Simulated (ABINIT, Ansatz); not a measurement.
## A GW run on SiO2 (Quartz) in ABINIT, with inputs changed

Aim: change inputs of a GW run on SiO2 (Quartz) and see what moves.

Main program and level: ABINIT 10.8.3; LDA and many-body steps on it, plane waves.

## 1. Starting point

The structure is trigonal, space group P3_121 (No. 152). Conventional cell: a = 4.916 Å, b = 4.916 Å, c = 5.409 Å, α = 90.00°, β = 90.00°, γ = 120.00°. Nearest to Si lie 4 O at 1.61 Å. Nearest to O lie 2 Si at 1.61 Å. Farther neighbours and most contacts between anions are not listed.

The cell and positions come from the Crystallography Open Database and are kept as given unless a step says otherwise.

## 2. Screening, 3×3×4 mesh, 285 bands, screening to 176.9 eV

This step: ABINIT 10.8.3; RPA screening on LDA, plane waves, norm-conserving pseudopotentials.

The RPA dielectric matrix is built and inverted for each q.

run.abi reads:

```
acell 3*1.0 Angstrom
rprim 
  4.915799999986 0.000000000003 0.000000000000
  -2.457899999996 4.257207679910 0.000000000000
  0.000000000000 0.000000000000 5.409100000000
ntypat 2
znucl 14 8
natom 9
typat 1 1 1 2 2 2 2 2 2
xred 
  0.530300000000 0.000000000000 0.333333333333
  0.000000000000 0.530300000000 0.666666666667
  0.469700000000 0.469700000000 -0.000000000000
  0.146200000000 0.414200000000 0.881000000000
  0.585800000000 0.732000000000 0.214333333333
  0.268000000000 0.853800000000 0.547666666667
  0.414200000000 0.146200000000 0.119000000000
  0.732000000000 0.585800000000 0.785666666667
  0.853800000000 0.268000000000 0.452333333333
pp_dirpath "pseudos"
pseudos "Si.upf, O.upf"
ecut 36
ngkpt 3 3 4
nshiftk 1
shiftk 0 0 0
kptopt 1
chksymbreak 0
istwfk *1
occopt 1
irdwfk 1
optdriver 3
nband 285
ecuteps 6.5
inclvkb 2
awtr 1
symchi 1
indata_prefix "in"
outdata_prefix "out"
tmpdata_prefix "tmp"
```

The run is started by

```bash
> OMP_NUM_THREADS=1 mpirun -n 16 abinit run.abi > log
```

The log of the run:

```text
.Version 10.8.3 of ABINIT. v10.8.2 released Aug 2026.

 Symmetries : space group P3_1 2 1 (#152); Bravais hP (primitive hexag.)
[... echo of the input left out ...]
== DATASET  1 ==================================================================
-   mpi_nproc: 16, omp_nthreads: 1 (-1 if OMP is not activated)

--- !DatasetInfo
iteration_state: {dtset: 1, }
dimensions: {natom: 9, nkpt: 10, mband: 285, nsppol: 1, nspinor: 1, nspden: 1, mpw: 7935, }
cutoff_energies: {ecut:  36.0, pawecutdg:  -1.0, }
electrons: {nelect:   4.80000000E+01, charge:   0.00000000E+00, occopt:   1.00000000E+00, tsmear:   1.00000000E-02, }

 SCREENING: Calculation of the susceptibility and dielectric matrices

 Based on a program developped by R.W. Godby, V. Olevano, G. Onida, and L. Reining.
 Incorporated in ABINIT by V. Olevano, G.-M. Rignanese, and M. Torrent.
.Using double precision arithmetic ; gwpc =  8

[... cell and pseudopotentials left out ...]
--------------------------------------------------------------------------------

 ==== K-mesh for the wavefunctions ====
 Number of points in the irreducible wedge :    10
[... list of points left out ...]
 Together with  6 symmetry operations and time-reversal symmetry
 yields    36 points in the full Brillouin Zone.

 ==== Q-mesh for the screening function ====
 Number of points in the irreducible wedge :    10
[... list of points left out ...]
 Together with  6 symmetry operations and time-reversal symmetry
 yields    36 points in the full Brillouin Zone.

 setmesh: FFT mesh size selected  =    36x   36x   45
          total number of points  =        58320

 vcoul_init : cutoff-mode = AUXILIARY_FUNCTION
 q-points for optical limit:   1
     1)      0.000010    0.000020    0.000030

- screening: taking advantage of time-reversal symmetry
- Maximum band index for partially occupied states nbvw = 24
- Remaining bands to be divided among processors   nbcw = 261
- Number of bands treated by each node ~16

 Number of electrons calculated from density =   48.0000; Expected =   48.0000
 average of density, n =  0.062835
 r_s =    1.5604
 omega_plasma =   24.1800 [eV]

 calculating chi0 at frequencies [eV] :
  1    0.000000E+00    0.000000E+00
  2    0.000000E+00    2.417998E+01

--------------------------------------------------------------------------------
  q-point number  1        q = ( 0.000000, 0.000000, 0.000000) [r.l.u.]
--------------------------------------------------------------------------------
[... chi0 elements left out ...]
 For q-point:  0.000010 0.000020 0.000030
  dielectric constant =   2.3830
  dielectric constant without local fields =   2.6028

  Average fulfillment of the sum rule on Im[epsilon] for q-point    1 :     75.43  [%]
[... wings left out ...]
  q-point number  2        q = ( 0.333333, 0.000000, 0.000000) [r.l.u.]
--------------------------------------------------------------------------------
[... chi0 elements left out ...]
  Average fulfillment of the sum rule on Im[epsilon] for q-point    2 :     79.83  [%]

 [... 8 further q-points ...]
```

Run time: 4.2 min. Hardware: 16 MPI ranks of Arm Neoverse V1, shared host; peak memory 9.1 GiB.

Numbers from this step:

```yaml
eps_infinity_with_local_fields_on_this_mesh_along_the_program_s_q_direction: 2.383
the_same_without_local_fields: 2.603
plasma_frequency: 24.18 eV
plane_waves_in_the_screening_matrix: 575
```

Local fields lower ε∞ by 8 %. On a Γ-centred mesh this coarse the value itself is usually too large, while a short band sum pulls it down.

## 3. Base

The self-energy is evaluated for the states that the input lists, and the levels follow from it, in one-shot runs by the linearised quasiparticle equation.

This step: G0W0 on LDA, plane waves, norm-conserving pseudopotentials.

run.abi, as its differences from that of step 2:

```diff
@@ -30,8 +30,17 @@
 irdwfk 1
-optdriver 3
+optdriver 4
 nband 285
+gwcalctyp 0
+ecutsigx 36
+symsigma 1
+nkptgw 2
+kptgw 
+  0.3333333333 0.3333333333 0.0000000000
+  0.0000000000 0.0000000000 0.0000000000
+bdgw 
+  22 26
+  23 27
 ecuteps 6.5
-inclvkb 2
-awtr 1
-symchi 1
+irdscr 1
+ppmodel 1
 indata_prefix "in"
```

The log of the run:

```text
.Version 10.8.3 of ABINIT. v10.8.2 released Aug 2026.

 Symmetries : space group P3_1 2 1 (#152); Bravais hP (primitive hexag.)
[... echo of the input left out ...]
== DATASET  1 ==================================================================
-   mpi_nproc: 16, omp_nthreads: 1 (-1 if OMP is not activated)

--- !DatasetInfo
iteration_state: {dtset: 1, }
dimensions: {natom: 9, nkpt: 10, mband: 285, nsppol: 1, nspinor: 1, nspden: 1, mpw: 7935, }
cutoff_energies: {ecut:  36.0, pawecutdg:  -1.0, }
electrons: {nelect:   4.80000000E+01, charge:   0.00000000E+00, occopt:   1.00000000E+00, tsmear:   1.00000000E-02, }

 SIGMA: Calculation of the GW corrections

 Based on a program developped by R.W. Godby, V. Olevano, G. Onida, and L. Reining.
 Incorporated in ABINIT by V. Olevano, G.-M. Rignanese, and M. Torrent.
.Using double precision arithmetic ; gwpc =  8

[... cell and pseudopotentials left out ...]
--------------------------------------------------------------------------------

 ==== K-mesh for the wavefunctions ====
 Number of points in the irreducible wedge :    10
[... list of points left out ...]
 Together with  6 symmetry operations and time-reversal symmetry
 yields    36 points in the full Brillouin Zone.

 ==== Q-mesh for screening function ====
 Number of points in the irreducible wedge :    10
[... list of points left out ...]
 Together with  6 symmetry operations and time-reversal symmetry
 yields    36 points in the full Brillouin Zone.

 vcoul_init : cutoff-mode = AUXILIARY_FUNCTION
 q-points for optical limit:   1
     1)      0.000010    0.000020    0.000030
 setmesh: FFT mesh size selected  =    45x   45x   60
          total number of points  =       121500

 Number of electrons calculated from density =   48.0000; Expected =   48.0000
 average of density, n =  0.062835
 r_s =    1.5604
 omega_plasma =   24.1800 [eV]

 === KS Band Gaps ===
  >>>> For spin  1
   Minimum direct gap =   6.1255 [eV], located at k-point      :   0.0000  0.0000  0.0000
   Fundamental gap    =   5.8014 [eV], Top of valence bands at :   0.3333  0.3333  0.0000
                                       Bottom of conduction at :   0.0000  0.0000  0.0000
 SIGMA fundamental parameters:
 PLASMON POLE MODEL  1
 number of plane-waves for SigmaX                 7935
 number of plane-waves for SigmaC and W            575
 number of plane-waves for wavefunctions          7935
 number of bands                                   285
 number of independent spin polarizations            1
 number of spinorial components                      1
 number of k-points in IBZ                          10
 number of q-points in IBZ                          10
 number of symmetry operations                       6
 number of k-points in BZ                           36
 number of q-points in BZ                           36
 number of frequencies for dSigma/dE                 9
 frequency step for dSigma/dE [eV]                0.25
 number of omega for Sigma on real axis              0
 max omega for Sigma on real axis  [eV]           0.00
 zcut for avoiding poles [eV]                     0.10

 EPSILON^-1 parameters (SCR file):
 dimension of the eps^-1 matrix on file            575
 dimension of the eps^-1 matrix used               575
 number of plane-waves for wavefunctions          7935
 number of bands                                   285
 number of q-points in IBZ                          10
 number of frequencies                               2
 number of real frequencies                          1
 number of imag frequencies                          1

 matrix elements of self-energy operator (all in [eV])

 Perturbative Calculation

--- !SelfEnergy_ee
iteration_state: {dtset: 1, }
kpoint     : [   0.333,    0.333,    0.000, ]
spin       : 1
KS_gap     :    8.700
QP_gap     :   12.082
Delta_QP_KS:    3.383
data: !SigmaeeData |
     Band     E0 <VxcDFT>   SigX SigC(E0)      Z dSigC/dE  Sig(E)    E-E0       E
       22  -0.320 -19.498 -25.443   3.923   0.812  -0.232 -21.139  -1.641  -1.962
       23  -0.320 -19.498 -25.443   3.923   0.812  -0.232 -21.139  -1.641  -1.962
       24   0.118 -19.840 -25.684   3.895   0.813  -0.231 -21.423  -1.583  -1.465
       25   8.818 -12.569  -7.125  -3.344   0.856  -0.168 -10.770   1.799  10.617
       26   8.818 -12.569  -7.125  -3.344   0.856  -0.168 -10.770   1.799  10.617

--- !SelfEnergy_ee
iteration_state: {dtset: 1, }
kpoint     : [   0.000,    0.000,    0.000, ]
spin       : 1
KS_gap     :    6.125
QP_gap     :    9.219
Delta_QP_KS:    3.094
data: !SigmaeeData |
     Band     E0 <VxcDFT>   SigX SigC(E0)      Z dSigC/dE  Sig(E)    E-E0       E
       23  -0.206 -19.281 -25.136   3.850   0.813  -0.230 -20.912  -1.631  -1.837
       24  -0.206 -19.281 -25.136   3.850   0.813  -0.230 -20.912  -1.631  -1.837
       25   5.920 -11.309  -6.504  -3.118   0.867  -0.153  -9.846   1.463   7.382
       26   9.156 -10.834  -5.317  -3.530   0.863  -0.159  -9.119   1.715  10.871
       27   9.156 -10.834  -5.317  -3.530   0.863  -0.159  -9.119   1.715  10.871

== END DATASET(S) ==============================================================
================================================================================

 -outvars: echo values of variables after computation  --------
           etotal      0.0000000000E+00
            nband         285
             nkpt          10
          spgroup         152
 [... the other variables as echoed above ...]

 Calculation completed.
```

Run time: 37 s. Hardware: 16 MPI ranks; peak memory 7.7 GiB; 9.8 min of CPU time.

Numbers from this step:

```
G0W0 gap on the points computed              : 8.847 eV
starting gap on the mesh                     : 5.801 eV
k of the valence top                         : 0.3333, 0.3333, 0
k of the conduction bottom                   : 0, 0, 0
Z at the valence top                         : 0.813
Z at the conduction bottom                   : 0.867
least direct G0W0 gap on the computed points : 9.219 eV
```

The gap on the mesh goes from 5.80 eV to 8.85 eV, a correction of +3.05 eV.

## 4. Smaller part of the screening matrix

run.abi, as its differences from that of step 3:

```diff
@@ -42,3 +42,3 @@
   23 27
-ecuteps 6.5
+ecuteps 3.2
 irdscr 1
```

The log of the run:

```text
.Version 10.8.3 of ABINIT. v10.8.2 released Aug 2026.

 Symmetries : space group P3_1 2 1 (#152); Bravais hP (primitive hexag.)
[... echo of the input left out ...]
== DATASET  1 ==================================================================
-   mpi_nproc: 16, omp_nthreads: 1 (-1 if OMP is not activated)

--- !DatasetInfo
iteration_state: {dtset: 1, }
dimensions: {natom: 9, nkpt: 10, mband: 285, nsppol: 1, nspinor: 1, nspden: 1, mpw: 7935, }
cutoff_energies: {ecut:  36.0, pawecutdg:  -1.0, }
electrons: {nelect:   4.80000000E+01, charge:   0.00000000E+00, occopt:   1.00000000E+00, tsmear:   1.00000000E-02, }

 SIGMA: Calculation of the GW corrections

 Based on a program developped by R.W. Godby, V. Olevano, G. Onida, and L. Reining.
 Incorporated in ABINIT by V. Olevano, G.-M. Rignanese, and M. Torrent.
.Using double precision arithmetic ; gwpc =  8

[... cell and pseudopotentials left out ...]
--------------------------------------------------------------------------------

 ==== K-mesh for the wavefunctions ====
 Number of points in the irreducible wedge :    10
[... list of points left out ...]
 Together with  6 symmetry operations and time-reversal symmetry
 yields    36 points in the full Brillouin Zone.

 ==== Q-mesh for screening function ====
 Number of points in the irreducible wedge :    10
[... list of points left out ...]
 Together with  6 symmetry operations and time-reversal symmetry
 yields    36 points in the full Brillouin Zone.

 vcoul_init : cutoff-mode = AUXILIARY_FUNCTION
 q-points for optical limit:   1
     1)      0.000010    0.000020    0.000030
 setmesh: FFT mesh size selected  =    45x   45x   60
          total number of points  =       121500

 Number of electrons calculated from density =   48.0000; Expected =   48.0000
[...]
number of omega for Sigma on real axis              0
 max omega for Sigma on real axis  [eV]           0.00
 zcut for avoiding poles [eV]                     0.10

 EPSILON^-1 parameters (SCR file):
 dimension of the eps^-1 matrix on file            575
 dimension of the eps^-1 matrix used               213
 number of plane-waves for wavefunctions          7935
 number of bands                                   285
 number of q-points in IBZ                          10
 number of frequencies                               2
 number of real frequencies                          1
 number of imag frequencies                          1

 matrix elements of self-energy operator (all in [eV])

 Perturbative Calculation

--- !SelfEnergy_ee
iteration_state: {dtset: 1, }
kpoint     : [   0.333,    0.333,    0.000, ]
spin       : 1
KS_gap     :    8.700
QP_gap     :   12.122
Delta_QP_KS:    3.422
data: !SigmaeeData |
     Band     E0 <VxcDFT>   SigX SigC(E0)      Z dSigC/dE  Sig(E)    E-E0       E
       22  -0.320 -19.498 -25.443   3.862   0.822  -0.216 -21.211  -1.712  -2.033
       23  -0.320 -19.498 -25.443   3.862   0.822  -0.216 -21.211  -1.712  -2.033
       24   0.118 -19.840 -25.684   3.834   0.823  -0.215 -21.495  -1.655  -1.536
[...]
--- !SelfEnergy_ee
iteration_state: {dtset: 1, }
kpoint     : [   0.000,    0.000,    0.000, ]
spin       : 1
KS_gap     :    6.125
QP_gap     :    9.187
Delta_QP_KS:    3.061
data: !SigmaeeData |
     Band     E0 <VxcDFT>   SigX SigC(E0)      Z dSigC/dE  Sig(E)    E-E0       E
[...]
26   9.156 -10.834  -5.317  -3.538   0.866  -0.155  -9.121   1.713  10.869
       27   9.156 -10.834  -5.317  -3.538   0.866  -0.155  -9.121   1.713  10.869

== END DATASET(S) ==============================================================
================================================================================

 -outvars: echo values of variables after computation  --------
           etotal      0.0000000000E+00
            nband         285
             nkpt          10
          spgroup         152
 [... the other variables as echoed above ...]

 Calculation completed.
```

The job ended after 8.9 s (16 MPI ranks; peak memory 3.3 GiB).

This step gave:

* G0W0 gap on the points computed: 8.816 eV
* starting gap on the mesh: 5.801 eV
* k of the valence top: 0.3333, 0.3333, 0
* k of the conduction bottom: 0, 0, 0
* Z at the valence top: 0.823
* Z at the conduction bottom: 0.872
* least direct G0W0 gap on the computed points: 9.187 eV

## 5. More bands than the file holds

run.abi, as its differences from that of step 4:

```diff
@@ -31,3 +31,3 @@
 optdriver 4
-nband 285
+nband 1995
 gwcalctyp 0
@@ -42,3 +42,3 @@
   23 27
-ecuteps 3.2
+ecuteps 6.5
 irdscr 1
```

The log of the run:

```text
.Version 10.8.3 of ABINIT. v10.8.2 released Aug 2026.

 Symmetries : space group P3_1 2 1 (#152); Bravais hP (primitive hexag.)
================================================================================
 Values of the parameters that define the memory need of the present run
     intxc =       0    ionmov =       0      iscf =       7    lmnmax =       6
     lnmax =       6     mgfft =      60  mpssoang =       3    mqgrid =    3001
     natom =       9  nloc_mem =       1    nspden =       1   nspinor =       1
    nsppol =       1      nsym =       6    n1xccc =    2501    ntypat =       2
    occopt =       1   xclevel =       1
-    mband =        1995        mffmem =           1         mkmem =           1
       mpw =        7935          nfft =      174960          nkpt =          10
================================================================================
  Rough estimation (10% accuracy) of disk space for files :
================================================================================

--------------------------------------------------------------------------------
------------- Echo of variables that govern the present computation ------------
--------------------------------------------------------------------------------
 -outvars: echo values of preprocessed input variables --------
            acell      1.8897261259E+00  1.8897261259E+00  1.8897261259E+00 Bohr

             bdgw          22      26      23      27
      chksymbreak           0
             ecut      3.60000000E+01 Hartree
          ecuteps      6.50000000E+00 Hartree
         ecutsigx      3.60000000E+01 Hartree
          ecutwfn      3.60000000E+01 Hartree
-          fftalg         312
           irdscr           1
           irdwfk           1

[...]
SIGMA: Calculation of the GW corrections

 Based on a program developped by R.W. Godby, V. Olevano, G. Onida, and L. Reining.
 Incorporated in ABINIT by V. Olevano, G.-M. Rignanese, and M. Torrent.
.Using double precision arithmetic ; gwpc =  8

 Real(R)+Recip(G) space primitive vectors, cartesian coordinates (Bohr,Bohr^-1):
 R(1)=  9.2895157  0.0000000  0.0000000  G(1)=  0.1076482  0.0621507  0.0000000
 R(2)= -4.6447578  8.0449566  0.0000000  G(2)=  0.0000000  0.1243015  0.0000000
 R(3)=  0.0000000  0.0000000 10.2217176  G(3)=  0.0000000  0.0000000  0.0978309
 Unit cell volume ucvol=  7.6390729E+02 bohr^3
 Angles (23,13,12)=  9.00000000E+01  9.00000000E+01  1.20000000E+02 degrees

--- Pseudopotential description ------------------------------------------------
- Si Generated using ONCVPSP code by D. R. Hamann
- 14.00000   4.00000  180309                  znucl, zion, pspdat
12 -1012 2 -1 1510                            pspcod,pspxc,lmax,lloc,mmax
     nproj     2     2     2
  pspatm : epsatm=    6.67003958
         --- l  ekb(1:nproj) -->
[...]
pspatm: atomic psp has been read  and splines computed

- O Generated using ONCVPSP code by D. R. Hamann
-  8.00000   6.00000  201201                  znucl, zion, pspdat
12 -1012 2 -1 926                             pspcod,pspxc,lmax,lloc,mmax
     nproj     2     2     1
  pspatm : epsatm=    6.27558587
         --- l  ekb(1:nproj) -->
             0    6.026028    0.816167
             1   -4.798959   -1.172522
             2   -1.033686
 pspatm: atomic psp has been read  and splines computed

   2.76785443E+03                                ecore*ucvol(ha*bohr**3)
--------------------------------------------------------------------------------

--- !ERROR
message: |
    Number of bands stored WFK file is less than required.
    WFK mband: 731, self-energy nband: 1995

--- !ERROR
message: |
    Number of bands stored WFK file is less than required.
    WFK mband: 731, self-energy nband: 1995

--- from the log ---
Number of bands stored WFK file is less than required.
    WFK mband: 731, self-energy nband: 1995
```

It took 2 s on 16 MPI ranks; peak memory 0.06 GiB.

The run stopped with an error after 2 s.

The program's words: Number of bands stored WFK file is less than required. WFK mband: 731, self-energy nband: 1995

The fault put into this input: more bands than the file holds.

## 6. Side by side

Times are wall times on 16 MPI ranks of Arm Neoverse V1, shared host. The host was busy with other work, so they are no guide to cost. A run's time includes the screening step that it read.

```tsv
run	mesh	bands	screening cutoff (eV)	DFT gap (eV)	gap on the mesh (eV)	direct (eV)	ε∞ used	time
base	3×3×4	285	176.9	5.801	8.847	9.219	2.38	4.8 min
smaller part of the screening matrix	3×3×4	285	87.1	5.801	8.816	9.187	2.38	4.4 min
```

## 7. Summary of results

```yaml
base: 8.847 eV
smaller_part_of_the_screening_matrix: 8.816 eV
known_limits: not at the basis limit; coarse k mesh
```

In words: Smaller part of the screening matrix: −0.031 eV against base (keys changed: ecuteps). Bands and cutoff are finite, so the gap is not at the basis limit. The miss can reach some tenths of an eV and take either sign; the mesh is an error of its own. In the first G0W0 run levels were corrected at 2 k points alone, so a gap called «on the mesh» is the least over those, and an edge elsewhere would be missed. The 3×3×4 mesh is coarse for this cell, which bears on the long-range parts of exchange and screening.

[Paths, hosts, dates, memory and timing lines, banners, echoed tables and standing remarks are left out of the program output.]

[Logs are printed without paths, hosts, clocks, repeated set-up lines and the standing remarks that a program may print on its own settings, such as how far it seeks lower states.]

[Runs of the session that timed out or met a known fault of the program may be left out.]

[No measured gap is set beside runs whose start may be inverted or whose files or cutoffs have a known fault.]

[Hosts, paths, dates, database ids (printed as entryN), source tags and the programs' standing remarks are cut or masked in the printed files.]

[G0W0 gaps are taken among the corrected bands and points alone; a level outside them can change the order at an edge.]

[Where Ansatz stands beside ABINIT at settings called matched, ABINIT's density can come from a denser mesh and the files from another edition; pairs whose starting gaps differed by over 0.03 eV were left out, so agreement reads better than it is.]
